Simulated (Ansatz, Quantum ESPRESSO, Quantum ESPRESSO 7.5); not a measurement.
## Band line-up of the GaP/MgS(110) superlattice, 5 + 5 layers, a = 5.493 Å

Wanted: the band alignment of the GaP/MgS(110) superlattice, 5 + 5 layers, a = 5.493 Å.

Main program and level: Quantum ESPRESSO 7.5; plane-wave DFT, LDA, GBRV ultrasoft pseudopotentials (cross-check by Ansatz 0.2.0 with PAW datasets).

## 1. Set-up

The cell holds 20 atoms: 5 Ga, 5 P, 5 Mg and 5 S. Cell: a = 5.493 Å, b = 3.884 Å, c = 19.421 Å, α = 90.0°, β = 90.0°, γ = 90.0°. Regions: GaP, 10 atoms (5 Ga and 5 P); MgS, 10 atoms (5 Mg and 5 S). The structure's axis is c.

## 2. The superlattice in Ansatz, atoms held

The atoms stay on the ideal cubic sites, so that each half of the superlattice is the very crystal whose bulk edges are computed below.

input.yaml

```yaml
crystal:
  lattice:
    - [5.493, 0.0, 0.0]
    - [0.0, 3.8841375491, 0.0]
    - [0.0, 0.0, 19.4206877453]
  atoms:
    - { symbol: Ga, position: [0.0, 0.0, 0.0] }
    - { symbol: P, position: [0.25, 0.5, 0.0] }
    - { symbol: Ga, position: [0.5, 0.5, 0.1] }
    - { symbol: P, position: [0.75, 0.0, 0.1] }
    - { symbol: Ga, position: [0.0, 0.0, 0.2] }
    - { symbol: P, position: [0.25, 0.5, 0.2] }
    - { symbol: Ga, position: [0.5, 0.5, 0.3] }
    - { symbol: P, position: [0.75, 0.0, 0.3] }
    - { symbol: Ga, position: [0.0, 0.0, 0.4] }
    - { symbol: P, position: [0.25, 0.5, 0.4] }
    - { symbol: Mg, position: [0.5, 0.5, 0.5] }
    - { symbol: S, position: [0.75, 0.0, 0.5] }
    - { symbol: Mg, position: [0.0, 0.0, 0.6] }
    - { symbol: S, position: [0.25, 0.5, 0.6] }
    - { symbol: Mg, position: [0.5, 0.5, 0.7] }
    - { symbol: S, position: [0.75, 0.0, 0.7] }
    - { symbol: Mg, position: [0.0, 0.0, 0.8] }
    - { symbol: S, position: [0.25, 0.5, 0.8] }
    - { symbol: Mg, position: [0.5, 0.5, 0.9] }
    - { symbol: S, position: [0.75, 0.0, 0.9] }
kpoints:
  mp_grid: { grid: [6, 8, 1] }
hamiltonian:
  xc: lda
scf:
  occupations: { method: fermi_dirac, width: 0.02 }
  convergence: { dr2_threshold: 1.0e-08 }
output:
  eigenvalues: true
  write_potential: true
  write_density: true
  volumetric_format: npy
checkpoint:
  write: relax.run
  compress: false
  write_wavefunctions: false
```

Started as:

```
$ ansatz run input.yaml --threads 4 --pin off --max-ram 8192MiB --backend cpu --events-out ev --progress --plain --runs-dir out
```

Numbers of over 12 decimals in the logs are rounded to 6 here.

Log:

```text
Engine: ansatz 0.2.0, x86_64-unknown-linux-gnu
Pseudopotentials: kind: paw
Pseudopotential: Ga, paw, valence charge 13, recommended cutoff 420 eV (normal), Ga.paw.azcp
Pseudopotential: P, paw, valence charge 5, recommended cutoff 420 eV (normal), P.paw.azcp
Pseudopotential: Mg, paw, valence charge 10, recommended cutoff 420 eV (normal), Mg.paw.azcp
Pseudopotential: S, paw, valence charge 6, recommended cutoff 420 eV (normal), S.paw.azcp
Functional definition: SPW92
  exchange = slater_x
  correlation = pw_c
Crystal: 20 atoms, lattice volume = 414.351 Å³
Basis set: ecut = 420 eV, 8139 PW (Γ)
Bands: 105, of which v1, the nominal top of the filled ones, is band 85 counted from 1 (84 counted from 0)
Symmetry: 4 space group operations
Space group: Pmm2 (ITA 25), of the structure as read, at distance tolerance 7.5e-5 Å
k-points: 20 of 48 (time reversal used)
Non-local potential: Ga, projectors of the file, l = 0: 2, l = 1: 2, l = 2: 3, l = 3: 1
Non-local potential: P, projectors of the file, l = 0: 2, l = 1: 2, l = 2: 2
Non-local potential: Mg, projectors of the file, l = 0: 3, l = 1: 2, l = 2: 1
Non-local potential: S, projectors of the file, l = 0: 2, l = 1: 2, l = 2: 2
PAW form: soft (Blöchl's): semilocal exchange-correlation on the pseudo side does not see the compensation charge
PAW frozen core: Ga, regenerated for the run's functional, and the local potential with it (the file was generated under x = pbe(κ = 0.804, μ = 0.219515), c = pbe(β = 0.066725))
PAW frozen core: P, regenerated for the run's functional, and the local potential with it (the file was generated under x = pbe(κ = 0.804, μ = 0.219515), c = pbe(β = 0.066725))
PAW frozen core: Mg, regenerated for the run's functional, and the local potential with it (the file was generated under x = pbe(κ = 0.804, μ = 0.219515), c = pbe(β = 0.066725))
PAW frozen core: S, regenerated for the run's functional, and the local potential with it (the file was generated under x = pbe(κ = 0.804, μ = 0.219515), c = pbe(β = 0.066725))
PAW one-centre angular grid: Ga, 590 points (default); XC on 64 Gauss nodes
PAW one-centre angular grid: P, 110 points (default); XC on 64 Gauss nodes
PAW one-centre angular grid: Mg, 110 points (default); XC on 64 Gauss nodes
PAW one-centre angular grid: S, 110 points (default); XC on 64 Gauss nodes
Initial density: superposition of atomic densities (neutral atoms: chi_scale 0, normalization atom), corrected by the library's trained network
Initial wavefunctions: pseudopotential atomic-orbital guess
Functional: x = slater, c = lda
SCF iter   1: F=—  HF=-36037.707817 eV  |F-HF|=—  |Δ(HF+E_count)|=         —  Δρ=6.63e-3  dr2=1.71e-1  ethr=1.77e-3  ⟨swp⟩=7.8  Hψ=8834  notcnv=0  defer=65
preconditioner: auto → Resta (q_TF=auto, 2.352 Å⁻¹)  ε∞=3.7  [insulator: Δε(μ)=1.311 eV  Ē_g=12.722 eV  σ=0.020 eV  W_gap=1.00  n_scr=96 (ndim 8)  ℏωp=20.8 eV  f_vac=0.011  D(μ)=0.00/eV (n_scr^D=0)  ε∞_Penn≈3.7]
SCF iter   2: F=—  HF=-36037.649162 eV  |F-HF|=—  |Δ(HF+E_count)|=   5.87e-2  Δρ=3.03e-3  dr2=3.16e-2  ethr=1.01e-4  ⟨swp⟩=3.6  Hψ=4782  notcnv=0  defer=266
SCF iter   3: F=—  HF=-36037.640369 eV  |F-HF|=—  |Δ(HF+E_count)|=   8.79e-3  Δρ=8.66e-4  dr2=5.01e-3  ethr=1.86e-5  ⟨swp⟩=2.6  Hψ=2609  notcnv=0  defer=266
SCF iter   4: F=—  HF=-36037.639649 eV  |F-HF|=—  |Δ(HF+E_count)|=   7.19e-4  Δρ=2.80e-4  dr2=3.63e-4  ethr=2.95e-6  ⟨swp⟩=2.1  Hψ=3083  notcnv=0  defer=266
SCF iter   5: F=—  HF=-36037.639639 eV  |F-HF|=—  |Δ(HF+E_count)|=   9.66e-6  Δρ=7.71e-5  dr2=2.74e-5  ethr=2.14e-7  ⟨swp⟩=2.1  Hψ=2950  notcnv=0  defer=266
SCF iter   6: F=—  HF=-36037.639634 eV  |F-HF|=—  |Δ(HF+E_count)|=   5.77e-6  Δρ=3.58e-5  dr2=4.26e-6  ethr=1.61e-8  ⟨swp⟩=2.0  Hψ=3080  notcnv=0  defer=266
SCF iter   7: F=—  HF=-36037.639488 eV  |F-HF|=—  |Δ(HF+E_count)|=   1.46e-4  Δρ=9.97e-6  dr2=5.03e-7  ethr=2.50e-9  ⟨swp⟩=2.0  Hψ=3189  notcnv=0  defer=266
SCF iter   8: F=—  HF=-36037.639488 eV  |F-HF|=—  |Δ(HF+E_count)|=   1.66e-7  Δρ=2.38e-6  dr2=2.94e-8  ethr=2.96e-10  ⟨swp⟩=2.0  Hψ=3144  notcnv=0  defer=266
SCF iter   9: F=-36037.639488 eV  HF=-36037.639488 eV  |F-HF|=1.32e-8  |Δ(HF+E_count)|=   5.73e-9  Δρ=1.39e-6  dr2=6.80e-9  ethr=5.88e-12  ⟨swp⟩=12.8  Hψ=9682  notcnv=0
SCF 1 converged in 9 iterations: F = -36037.639488 eV  dr2 = 6.80e-9
  greatest PAW one-centre occupation: 1.000 electrons in one spin orbital (limit 2), on the Mg atom at site 18 (counted from 0), in its partial waves of l = 1
SCF converged after 9 iterations
Free energy (F): -36037.639488 eV
Harris-Foulkes:  -36037.639488 eV  (|F-HF|=1.32e-8)
Internal energy: -36037.639488 eV  (E = F + TS)
E sigma→0 (E₀):  -36037.639488 eV
Fermi energy:    6.715160 eV
--- Per-component energies (eV) ---
  E_band       = -2140.684505
  E_kinetic    = 1861.760891
  E_local      = -20688.879553  (includes V_loc(G=0)·N_el)
  E_nonlocal   = 2939.817848
  E_hartree    = 8629.867794
  E_xc         = -1281.693428
  E_vxc        = -1231.802913  (∫ρ·V_xc dr)
  E_paw        = -16465.501194  (= ΣΔE_a)
  E_vpaw       = -2281.312009  (= ΣTr[D̂ρ^β])
  E_aug_tail   = -0.000568  (compensation charges beyond the density's cutoff)
  E_ewald      = -11043.758820
  E_core_change = 10.747541  (= ΣΔE_core)
  E_smearing   = -0.000000  (= −TS)
  E_closure    = 0.000000  (closes the sum)
  Σ components = -36037.639488   (vs F -36037.639488, Δ=0.00e0)
--- Band table (eV; the first three rows and the last of 20) ---
  k-point 0: bands = [... 81 lower, 5.5530, 5.6480, 5.7184, 6.0039, 7.4264, 7.7351, 8.0136, 8.1795, ... 16 higher]
  k-point 1: bands = [... 81 lower, 4.9724, 5.0534, 5.5179, 5.5752, 7.7906, 8.2770, 8.8792, 8.9505, ... 16 higher]
  k-point 2: bands = [... 81 lower, 4.4242, 4.4490, 4.8440, 5.4547, 8.1672, 8.2899, 8.4183, 8.8790, ... 16 higher]
  k-point 19: bands = [... 81 lower, 4.3626, 4.6956, 4.8879, 5.0816, 7.6153, 8.3671, 8.8041, 9.5881, ... 16 higher]
```

It took 28 s on 4 threads of AMD EPYC 7R32 (Zen 2), shared host; peak memory 1.5 GiB.

Read from the output:

- free energy: -36037.6395 eV
- Fermi energy: 6.715 eV
- gap by band count: 1.422 eV
- symmetry operations: 4

## 3. SCF with pw.x of bulk GaP

Each bulk is run alone at the common lattice constant, to place its band edges against its own mean potential.

Level of this step: plane-wave DFT, LDA, GBRV ultrasoft pseudopotentials (Quantum ESPRESSO 7.5).

System of this step: GaP, zinc blende at a = 5.493 Å. It takes space group F-43m (No. 216, cubic). Conventional cell: a = 5.493 Å, b = 5.493 Å, c = 5.493 Å, α = 90.00°, β = 90.00°, γ = 90.00°. Ga has 4 P at 2.38 Å nearest. Nearest to P lie 4 Ga at 2.38 Å. Farther neighbours are not listed.

a.in

```
&control
  prefix = 'a'
  outdir = './out'
  pseudo_dir = './pseudo'
  calculation = 'scf'
  tprnfor = .true.
/
&system
  ibrav = 0
  nat = 4
  ntyp = 2
  ecutwfc = 40
  ecutrho = 200
  occupations = 'smearing'
  smearing = 'fd'
  degauss = 0.002
/
&electrons
  conv_thr = 1e-07
  mixing_beta = 0.5
  electron_maxstep = 120
/
ATOMIC_SPECIES
  Ga  69.7230  ga_lda_v1.4.uspp.F.UPF
  P   30.9738  p_lda_v1.5.uspp.F.UPF
CELL_PARAMETERS angstrom
  5.49300000000000 0.00000000000000 0.00000000000000
  0.00000000000000 3.88413754905771 0.00000000000000
  0.00000000000000 0.00000000000000 3.88413754905771
ATOMIC_POSITIONS crystal
  Ga  0.000000000000 0.000000000000 0.000000000000
  P   0.250000000000 0.500000000000 0.000000000000
  Ga  0.500000000000 0.500000000000 0.500000000000
  P   0.750000000000 0.000000000000 0.500000000000
K_POINTS automatic
  6 8 8 0 0 0
```

Started as:

```
$ OMP_NUM_THREADS=1 mpirun -n 4 pw.x -nk 4 -in a.in > a.out
```

Log:

```text
Program PWSCF v.7.5 starts
[citation notice left out]

     Parallel version (MPI & OpenMP), running on       4 processor cores
     Number of MPI processes:                 4
     Threads/MPI process:                     1

     MPI processes distributed on     1 nodes
[...]
Current dimensions of program PWSCF are:
     Max number of different atomic species (ntypx) = 10
     Max number of k-points (npk) =  40000
     Max angular momentum in pseudopotentials (lmaxx) =  4
     Found identity + ( -0.5000  0.5000  0.5000) symmetry
     This is a supercell, fractional translations are disabled
     Message from routine setup:
     using ibrav=0 with symmetry is DISCOURAGED, use correct ibrav instead

     K-points division:     npool     =       4
     Subspace diagonalization in iterative solution of the eigenvalue problem:
     a serial algorithm will be used

     G-vector sticks info
     --------------------
     sticks:   dense  smooth     PW     G-vecs:    dense   smooth      PW
     Sum        1215     965    299                26699    19105    3243

     Using Slab Decomposition

     bravais-lattice index     =            0
     lattice parameter (alat)  =      10.3803  a.u.
     unit-cell volume          =     559.2364 (a.u.)^3
     number of atoms/cell      =            4
     number of atomic types    =            2
     number of electrons       =        48.00
     number of Kohn-Sham states=           29
     kinetic-energy cutoff     =      40.0000  Ry
     charge density cutoff     =     200.0000  Ry
     scf convergence threshold =      1.0E-07
     mixing beta               =       0.5000
     number of iterations used =            8  plain     mixing
     Exchange-correlation=  SLA  PZ   NOGX NOGC
                           (   1   1   0   0   0   0   0)

     celldm(1)=  10.380266  celldm(2)=   0.000000  celldm(3)=   0.000000
     celldm(4)=   0.000000  celldm(5)=   0.000000  celldm(6)=   0.000000

     crystal axes: (cart. coord. in units of alat)
               a(1) = (   1.000000   0.000000   0.000000 )
               a(2) = (   0.000000   0.707107   0.000000 )
               a(3) = (   0.000000   0.000000   0.707107 )

     reciprocal axes: (cart. coord. in units 2 pi/alat)
               b(1) = (  1.000000  0.000000  0.000000 )
               b(2) = (  0.000000  1.414214  0.000000 )
               b(3) = (  0.000000  0.000000  1.414214 )

     PseudoPot. # 1 for Ga read from file:
     ./pseudo/ga_lda_v1.4.uspp.F.UPF
     Pseudo is Ultrasoft + core correction, Zval = 19.0
     Generated by new atomic code, or converted to UPF format
     Using radial grid of  871 points,  6 beta functions with:
                l(1) =   0
                l(2) =   0
                l(3) =   1
                l(4) =   1
                l(5) =   2
                l(6) =   2
     Q(r) pseudized with  8 coefficients,  rinner =    1.250   1.250   1.250
                                                       1.250   1.250

     PseudoPot. # 2 for P  read from file:
     ./pseudo/p_lda_v1.5.uspp.F.UPF
     Pseudo is Ultrasoft + core correction, Zval =  5.0
     Generated by new atomic code, or converted to UPF format
     Using radial grid of  903 points,  6 beta functions with:
                l(1) =   0
                l(2) =   0
                l(3) =   1
                l(4) =   1
                l(5) =   2
                l(6) =   2
     Q(r) pseudized with  8 coefficients,  rinner =    1.300   1.300   1.300
                                                       1.300   1.300

     atomic species   valence    mass     pseudopotential
     Ga               19.00    69.72300     Ga( 1.00)
     P                 5.00    30.97380     P ( 1.00)

      8 Sym. Ops. (no inversion) found

   Cartesian axes

     site n.     atom                  positions (alat units)
         1        Ga     tau(   1) = (   0.0000000   0.0000000   0.0000000  )
         2        P      tau(   2) = (   0.2500000   0.3535534   0.0000000  )
         3        Ga     tau(   3) = (   0.5000000   0.3535534   0.3535534  )
         4        P      tau(   4) = (   0.7500000   0.0000000   0.3535534  )

     number of k points=    60  Fermi-Dirac smearing, width (Ry)=  0.0020
                       cart. coord. in units 2pi/alat
        k(    1) = (   0.0000000   0.0000000   0.0000000), wk =   0.0052083
        k(    2) = (   0.0000000   0.0000000   0.1767767), wk =   0.0208333
        k(    3) = (   0.0000000   0.0000000   0.3535534), wk =   0.0208333
        k(    4) = (   0.0000000   0.0000000   0.5303301), wk =   0.0208333
        k(    5) = (   0.0000000   0.0000000  -0.7071068), wk =   0.0104167
        k(    6) = (   0.0000000   0.1767767   0.1767767), wk =   0.0208333
        k(    7) = (   0.0000000   0.1767767   0.3535534), wk =   0.0416667
        k(    8) = (   0.0000000   0.1767767   0.5303301), wk =   0.0416667
        k(    9) = (   0.0000000   0.1767767  -0.7071068), wk =   0.0208333
        k(   10) = (   0.0000000   0.3535534   0.3535534), wk =   0.0208333
[...]
k(   60) = (  -0.5000000  -0.7071068  -0.7071068), wk =   0.0052083

     Dense  grid:    26699 G-vectors     FFT dimensions: (  48,  36,  36)

     Smooth grid:    19105 G-vectors     FFT dimensions: (  45,  30,  30)

     Estimated max dynamical RAM per process >      57.50 MB

     Estimated total dynamical RAM >     210.45 MB

     Check: negative core charge=   -0.000001

     Initial potential from superposition of free atoms

     starting charge      45.9997, renormalised to      48.0000
     Starting wfcs are   32 randomized atomic wfcs

     total cpu time spent up to now is        1.7 secs

     per-process dynamical memory:    42.7 Mb

     Self-consistent Calculation

     iteration #  1     ecut=    40.00 Ry     beta= 0.50
     Davidson diagonalization with overlap
     ethr =  1.00E-02,  avg # of iterations =  3.7

     total cpu time spent up to now is        3.1 secs

     total energy              =    -853.90973158 Ry
     estimated scf accuracy    <      14.20531532 Ry

     iteration #  2     ecut=    40.00 Ry     beta= 0.50
[...]
total energy              =    -860.74798811 Ry
     estimated scf accuracy    <       4.96039304 Ry

     iteration #  3     ecut=    40.00 Ry     beta= 0.50
[...]
total energy              =    -861.14562907 Ry
     estimated scf accuracy    <       0.41654144 Ry

     iteration #  4     ecut=    40.00 Ry     beta= 0.50
[...]
total energy              =    -861.16875288 Ry
     estimated scf accuracy    <       0.04546306 Ry

     iteration #  5     ecut=    40.00 Ry     beta= 0.50
[...]
total energy              =    -861.18189073 Ry
     estimated scf accuracy    <       0.00033502 Ry

     iteration #  6     ecut=    40.00 Ry     beta= 0.50
[...]
c_bands:  1 eigenvalues not converged
[...]
total energy              =    -861.18221919 Ry
     estimated scf accuracy    <       0.00004842 Ry

     iteration #  7     ecut=    40.00 Ry     beta= 0.50
[...]
total energy              =    -861.18224025 Ry
     estimated scf accuracy    <       0.00002661 Ry

     iteration #  8     ecut=    40.00 Ry     beta= 0.50
[...]
total energy              =    -861.18224087 Ry
     estimated scf accuracy    <       0.00000354 Ry

     iteration #  9     ecut=    40.00 Ry     beta= 0.50
[...]
total energy              =    -861.18224268 Ry
     estimated scf accuracy    <       0.00000021 Ry

     iteration # 10     ecut=    40.00 Ry     beta= 0.50
[...]
End of self-consistent calculation

          k = 0.0000 0.0000 0.0000 (  2429 PWs)   bands (ev):

   -86.4889 -86.4888 -86.4888 -86.4882 -86.4882 -86.4876  -7.5017  -7.3950
    -7.3950  -7.3949  -7.3343  -7.3343  -7.3342  -7.3013  -7.3011  -7.2809
    -5.1785  -2.2739   0.4264   4.5462   4.5462   7.1739   7.1742   7.1742
     8.5851   8.7181   8.8697  10.9668  10.9668

          k = 0.0000 0.0000 0.1768 (  2407 PWs)   bands (ev):

   -86.4888 -86.4885 -86.4882 -86.4881 -86.4881 -86.4878  -7.4971  -7.4036
    -7.3925  -7.3907  -7.3411  -7.3364  -7.3288  -7.3019  -7.3006  -7.2834
    -5.0465  -2.2568   0.4777   3.9939   4.6545   5.9826   6.7874   7.1147
     8.9011   9.3593   9.7965  11.0043  11.0915

          k = 0.0000 0.0000 0.3536 (  2419 PWs)   bands (ev):

   -86.4886 -86.4885 -86.4884 -86.4883 -86.4882 -86.4881  -7.4863  -7.4239
    -7.3856  -7.3816  -7.3523  -7.3427  -7.3192  -7.3037  -7.2987  -7.2897
    -4.6625  -2.3124   0.6300   3.3056   4.3557   4.9660   5.8458   6.9093
     9.2333   9.9275  11.3211  11.4601  11.8099

          k = 0.0000 0.0000 0.5303 (  2393 PWs)   bands (ev):

   -86.4884 -86.4883 -86.4882 -86.4881 -86.4881 -86.4879  -7.4746  -7.4456
    -7.3754  -7.3735  -7.3621  -7.3522  -7.3078  -7.3044  -7.2972  -7.2969
    -4.0659  -2.6755   0.9967   2.9085   3.2620   4.7612   5.4391   6.5232
     9.7146  10.2331  11.9850  12.0616  12.8393

          k = 0.0000 0.0000-0.7071 (  2390 PWs)   bands (ev):

   -86.4884 -86.4884 -86.4881 -86.4881 -86.4879 -86.4879  -7.4624  -7.4623
    -7.3681  -7.3681  -7.3637  -7.3636  -7.3023  -7.3023  -7.2996  -7.2996
    -3.3429  -3.3429   1.7596   1.7596   3.8284   3.8284   5.9959   5.9959
    10.1613  10.1614  12.6804  12.6809  12.8913

          k = 0.0000 0.1768 0.1768 (  2403 PWs)   bands (ev):

   -86.4886 -86.4885 -86.4883 -86.4881 -86.4881 -86.4879  -7.4931  -7.4148
    -7.3864  -7.3863  -7.3462  -7.3381  -7.3246  -7.3049  -7.2983  -7.2857
    -4.9158  -2.2311   0.5177   4.0679   4.1399   5.5440   6.5395   6.5398
     9.8236   9.9238   9.9739  10.4595  11.8876

[...]
the Fermi energy is     7.9125 ev

!    total energy              =    -861.18224280 Ry
     estimated scf accuracy    <          9.4E-09 Ry
     smearing contrib. (-TS)   =      -0.00000000 Ry
     internal energy E=F+TS    =    -861.18224280 Ry

     The total energy is F=E-TS. E is the sum of the following terms:
     one-electron contribution =    -798.19886359 Ry
     hartree contribution      =     414.67806028 Ry
     xc contribution           =    -107.31935604 Ry
     ewald contribution        =    -370.34208345 Ry

     convergence has been achieved in  10 iterations

     Forces acting on atoms (cartesian axes, Ry/au):

     atom    1 type  1   force =     0.00000000    0.00000000    0.00000000
     atom    2 type  2   force =    -0.00000027    0.00000000    0.00000000
     atom    3 type  1   force =     0.00000000    0.00000000    0.00000000
     atom    4 type  2   force =     0.00000027    0.00000000    0.00000000

     Total force =     0.000000     Total SCF correction =     0.000010
     SCF correction compared to forces is large: reduce conv_thr to get better values

[...]
=------------------------------------------------------------------------------=
   JOB DONE.
=------------------------------------------------------------------------------=
```

It took 22 s on 4 MPI ranks; peak memory 0.4 GiB.

This step gave:

| Item | Value |
| --- | --- |
| free energy | -11716.9813 eV |
| Fermi energy | 7.912 eV |

The run needed 10 iterations to bring the estimated error under 1e-07 Ry.

(Continued in part 2 of 7.)

[Logs are printed without paths, hosts, clocks, repeated set-up lines and the standing remarks that a program may print on its own settings, such as how far it seeks lower states.]

[Hosts, paths, dates, database ids (printed as entryN), source tags and the programs' standing remarks are cut or masked in the printed files.]

[Maps of the electrostatic potential energy from Ansatz leave out the sawtooth potential of an applied field or a dipole correction, so their vacuum need not be flat; planar profiles and work functions include it.]
